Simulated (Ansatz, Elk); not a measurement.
# LiHOs: X-ray structure factors from the self-consistent density, part 2 of 2

The structure of LiHOs used here is made up (a known structure type with other elements) and was relaxed beforehand with PBE. The aim is the Fourier transform of its all-electron density, F(hkl), set beside the sum over free spherical atoms that refinements use.

Elk 11.2.3 (patched build); all-electron DFT.

So far: The starting structure; Ground state and structure factors; The highest occupied states alone.

The structure was built from a prototype and need not be the compound's stable phase.

## (4) Another functional

Level of this step: DFT, LDA (Perdew-Wang), all-electron APW+lo, Dirac cores, scalar-relativistic bands, static density, no spin (Elk).

The difference from free atoms is small, so it is set against the change that LDA (Perdew-Wang) makes.

File elk.in:

```
tasks
  0
  195

xctype
  3

spinpol
  .false.

rgkmax
  7.0

gmaxvr
  14.0

lmaxo
  7

lmaxapw
  8

swidth
  0.002

tshift
  .false.

ramdisk
  .false.

hmaxvr
  5.5

maxscl
  120

epspot
  1e-06

sppath
  './'

avec
  5.06812801380 0.00000000000 0.00000000000
  0.00000000000 5.06812801380 0.00000000000
  0.00000000000 0.00000000000 8.24038103967

atoms
  3
  'Os.in'
  1
  -0.0000000000 0.0000000000 0.0000000000   0.000000 0.000000 0.000000
  'Li.in'
  1
  0.5000000000 0.5000000000 0.5000000000   0.000000 0.000000 0.000000
  'H.in'
  1
  0.5000000000 0.5000000000 -0.0000000000   0.000000 0.000000 0.000000

ngridk
  8 8 5
```

Started as:

```bash
> OMP_NUM_THREADS=4 elk
```

Numbers of over 12 decimals in the logs are rounded to 6 here.

Output:

```text
┌─────────────────────────┐
│ Elk code version 11.2.3 │
└─────────────────────────┘

All units are atomic (Hartree, Bohr, etc.)

┌─────────────────────────────────────────────────┐
│ Ground-state run starting from atomic densities │
└─────────────────────────────────────────────────┘

Lattice vectors :
   5.068128014       0.000000000       0.000000000
   0.000000000       5.068128014       0.000000000
   0.000000000       0.000000000       8.240381040

Reciprocal lattice vectors :
   1.239744791       0.000000000       0.000000000
[...]
interstitial                :    3.596130160
 muffin-tins (core leakage)
  species : 1 (Os)
   atom 1                    :    73.47670928     ( -0.2703145547E-05)
  species : 2 (Li)
   atom 1                    :    2.177084222     (   0.000000000    )
  species : 3 (H)
   atom 1                    :   0.7500763356     (   0.000000000    )
 total in muffin-tins        :    76.40386984
 total calculated charge     :    79.99937242
 total charge                :    80.00000000
 error                       :   0.6275775764E-03

┌──────────────────────────────┐
│ Self-consistent loop stopped │
└──────────────────────────────┘

Wrote STATE.OUT
[key lines of the parts left out:]
total energy                :     -17280.101020780
```

Run time: 9.1 s. Hardware: 4 threads of Arm Neoverse V2, shared host; peak memory 0.16 GiB.

Against the first run R = 0.03 %; the largest change is -0.033 at 200.

## (5) Basis size

The basis and the expansions that go with it are enlarged, to see whether the differences are converged.

elk.in, as its differences from that of step 4:

```diff
@@ -5,3 +5,3 @@
 xctype
-  3
+  20
 
@@ -11,12 +11,12 @@
 rgkmax
-  7.0
+  8.5
 
 gmaxvr
-  14.0
+  18.0
 
 lmaxo
-  7
+  9
 
 lmaxapw
-  8
+  10
```

Started as:

```bash
> OMP_NUM_THREADS=4 elk
```

Output:

```text
┌─────────────────────────┐
│ Elk code version 11.2.3 │
└─────────────────────────┘

All units are atomic (Hartree, Bohr, etc.)

┌─────────────────────────────────────────────────┐
│ Ground-state run starting from atomic densities │
└─────────────────────────────────────────────────┘

Lattice vectors :
   5.068128014       0.000000000       0.000000000
   0.000000000       5.068128014       0.000000000
   0.000000000       0.000000000       8.240381040

Reciprocal lattice vectors :
   1.239744791       0.000000000       0.000000000
[...]
interstitial                :    3.597594903
 muffin-tins (core leakage)
  species : 1 (Os)
   atom 1                    :    73.46253792     (  0.1795257027E-05)
  species : 2 (Li)
   atom 1                    :    2.175352354     (   0.000000000    )
  species : 3 (H)
   atom 1                    :   0.7645148237     (   0.000000000    )
 total in muffin-tins        :    76.40240510
 total calculated charge     :    79.99991546
 total charge                :    80.00000000
 error                       :   0.8453588416E-04

┌──────────────────────────────┐
│ Self-consistent loop stopped │
└──────────────────────────────┘

Wrote STATE.OUT
[key lines of the parts left out:]
total energy                :     -17290.048045202
```

Run time: 40 s. Hardware: 4 threads; peak memory 0.23 GiB; 2.2 min of CPU time.

Against the first run R = 0.00 %; the largest change is +0.002 at 002.

## (6) A coarser k-mesh

About half the k-points along each axis test the sampling.

elk.in, as its differences from that of step 5:

```diff
@@ -11,12 +11,12 @@
 rgkmax
-  8.5
+  7.0
 
 gmaxvr
-  18.0
+  14.0
 
 lmaxo
-  9
+  7
 
 lmaxapw
-  10
+  8
 
@@ -61,2 +61,2 @@
 ngridk
-  8 8 5
+  4 4 2
```

Started as:

```bash
> OMP_NUM_THREADS=4 elk
```

Output:

```text
┌─────────────────────────┐
│ Elk code version 11.2.3 │
└─────────────────────────┘

All units are atomic (Hartree, Bohr, etc.)

┌─────────────────────────────────────────────────┐
│ Ground-state run starting from atomic densities │
└─────────────────────────────────────────────────┘

Lattice vectors :
   5.068128014       0.000000000       0.000000000
   0.000000000       5.068128014       0.000000000
   0.000000000       0.000000000       8.240381040

Reciprocal lattice vectors :
   1.239744791       0.000000000       0.000000000
[...]
interstitial                :    3.602658181
 muffin-tins (core leakage)
  species : 1 (Os)
   atom 1                    :    73.47008845     (  0.1794346531E-05)
  species : 2 (Li)
   atom 1                    :    2.169102716     (   0.000000000    )
  species : 3 (H)
   atom 1                    :   0.7581506506     (   0.000000000    )
 total in muffin-tins        :    76.39734182
 total calculated charge     :    79.99941150
 total charge                :    80.00000000
 error                       :   0.5885046873E-03

┌──────────────────────────────┐
│ Self-consistent loop stopped │
└──────────────────────────────┘

Wrote STATE.OUT
[key lines of the parts left out:]
total energy                :     -17290.056820525
```

Elapsed: 13 s, on 4 threads; peak memory 0.16 GiB.

Against the first run R = 0.04 %; the largest change is +0.067 at 004.

## (7) Settings against the effect

| run | R against the first run (%) | R against neutral atoms, low angle (%) | wall time |
| --- | --- | --- | --- |
| PBE, rgkmax 7 | 0.00 | 0.24 | 19 s |
| LDA (Perdew-Wang) | 0.03 | 0.24 | 9.1 s |
| rgkmax 8.5 with larger expansions | 0.00 | 0.24 | 40 s |
| k-mesh 4×4×2 | 0.04 | 0.27 | 13 s |

## (8) Results

- R against neutral atoms, sin θ/λ < 0.3 Å⁻¹: 0.24 %
- R against neutral atoms, 0.3 to 0.82 Å⁻¹: 0.17 %

What this shows: Independent neutral atoms miss the calculated amplitudes by R = 0.24 % below 0.3 Å⁻¹ and 0.17 % from there to 0.82 Å⁻¹; by shells, 0.04 % below 0.15 Å⁻¹ (1 form), 0.26 % 0.15 to 0.3 (6 forms), 0.07 % 0.3 to 0.45 (9 forms), 0.19 % above 0.45 (53 forms). Bonding, aspherical density and the tables' own atoms all enter these figures, and the runs don't part them. The largest change of an amplitude is -0.22 electrons, at 102. The window's part falls from 10.0 electrons at the origin to at most 0.24 between 0.45 and 0.82 Å⁻¹. Below 0.3 Å⁻¹ the changes that finished (LDA (Perdew-Wang), rgkmax 8.5 with larger expansions and k-mesh 4×4×2) move F by R = 0.03 % at most, against the 0.24 % that separates it from free atoms. A single amplitude moves by up to 0.07 electrons, against 0.22 for the largest difference from free atoms. These runs have no spin, though d or f shells may be open. Spin-orbit coupling is left out, which can matter for elements this heavy. Part of the difference isn't bonding: the tables are fits to free atoms and ions calculated by other methods than this functional. Thermal motion, anomalous dispersion and extinction are left out.

[Logs are printed without paths, hosts, clocks, repeated set-up lines and the standing remarks that a program may print on its own settings, such as how far it seeks lower states.]

[Hosts, paths, dates, database ids (printed as entryN), source tags and the programs' standing remarks are cut or masked in the printed files.]
